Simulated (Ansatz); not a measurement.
WS2 (layered bulk) (P6_3/mmc), computed twice by G0W0.

The structure is hexagonal, space group P6_3/mmc (No. 194). Conventional cell: a = 3.115 Å, b = 3.115 Å, c = 11.777 Å, α = 90.00°, β = 90.00°, γ = 120.00°. Nearest to W lie 6 S at 2.39 Å. S has 3 W at 2.39 Å nearest. It derives from S2W1. Farther neighbours and most contacts between anions are not listed.

```cif
data_structure
_symmetry_space_group_name_H-M 'P 1'
_symmetry_Int_Tables_number 1
_cell_length_a 3.1150
_cell_length_b 3.1150
_cell_length_c 11.7768
_cell_angle_alpha 90.000
_cell_angle_beta 90.000
_cell_angle_gamma 120.000
_cell_volume 98.96
loop_
_atom_site_label
_atom_site_type_symbol
_atom_site_fract_x
_atom_site_fract_y
_atom_site_fract_z
_atom_site_occupancy
W1 W 0.33333 0.66667 0.25000 1
S2 S 0.66667 0.33333 0.38351 1
S3 S 0.66667 0.33333 0.11649 1
W4 W 0.66667 0.33333 0.75000 1
S5 S 0.33333 0.66667 0.88351 1
S6 S 0.33333 0.66667 0.61649 1
```

The structure was relaxed with PBEsol-D3(BJ). The runs that relaxed it are not among those shown. Spin-orbit coupling is left out unless a run names it.

The first (Ansatz 0.2.0; start PBEsol, 9×9×2 mesh, 412 empty bands, screening to 150 eV, PAW set soft_1 files; 1 × NVIDIA H100 80GB HBM3 (shared by 6 runs) with 2 threads of AMD EPYC 7R13 (Zen 3), shared host) gave, on its mesh: starting gap 0.79 eV, G0W0 gap 1.20 eV, RPA ε∞ (mean) 12.03, 1.8 min.

The second gave: starting gap 0.79 eV, G0W0 gap 1.10 eV, RPA ε∞ (mean) 12.39, 26 s.

What was changed in the input? Choose among start, files, mesh, bands and cutoff, frequency model or another key.

Changed: empty bands from 412 to 104 and screening cutoff (eV) from 150.0 to 60. The starting gap stayed, which rules out the functional and points to the GW step. Other changes could give like numbers; this is the one that was made.

Limits: not at the basis limit; no spin-orbit coupling; coarse k mesh.

[Paths, hosts, dates, memory and timing lines, banners, echoed tables and standing remarks are left out of the program output.]

[Logs are printed without paths, hosts, clocks, repeated set-up lines and the standing remarks that a program may print on its own settings, such as how far it seeks lower states.]

[Runs of the session that timed out or met a known fault of the program may be left out.]

[Cells called generated may have been cut or substituted from an entry of the Crystallography Open Database or the Materials Project.]

[Hosts, paths, dates, database ids (printed as entryN), source tags and the programs' standing remarks are cut or masked in the printed files.]
